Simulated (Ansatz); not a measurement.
The compound is OsCl2 (1T sheet).

The cell holds 3 atoms: 1 Os and 2 Cl. Cell: a = 3.581 Å, b = 3.581 Å, c = 30.112 Å, α = 90.0°, β = 90.0°, γ = 120.0°. Vacuum lies along c.

```xyz
3
Lattice="0.0000 2.5320 2.5320 2.5320 -2.5320 0.0000 17.3850 17.3850 -17.3850" Properties=species:S:1:pos:R:3
Os    5.5298    5.5298   -5.5298
Cl    7.8718    5.3398   -5.3398
Cl    5.7198    5.7198   -3.1878
```

The structure was relaxed with LDA. The structure was generated from a model, not taken from a measurement. The runs that relaxed it are not among those shown. The program's search for lower electronic states was switched off, so nothing shows that the state found is the lowest. Spin-orbit coupling is left out unless a run names it. PAW set soft_2, made with PBE.

A constrained-RPA run (Ansatz 0.2.0; non-magnetic LDA; Os d, bands v3 to c2, 6×6×1 mesh, medium accuracy) builds 5 functions on bands 4.2 eV wide, with 6.0 electrons in the window. The bare on-site interaction is 10.9 eV and the bare J 0.37 eV.

Q: What U and J survive the screening?

On the Os d shell, U = 3.80 eV (35 % of the bare value), U′ = 3.20 eV, J = 0.26 eV.

The parent state is non-magnetic and the interaction static (zero frequency); U depends on the window and the orbitals, so it belongs to this model alone. Spin-orbit coupling, which is strong for atoms this heavy, is left out.

[Paths, hosts, dates, memory and timing lines, banners, echoed tables and standing remarks are left out of the program output.]

[Logs are printed without paths, hosts, clocks, repeated set-up lines and the standing remarks that a program may print on its own settings, such as how far it seeks lower states.]

[Runs of the session that timed out or met a known fault of the program may be left out.]

[Hosts, paths, dates, database ids (printed as entryN), source tags and the programs' standing remarks are cut or masked in the printed files.]
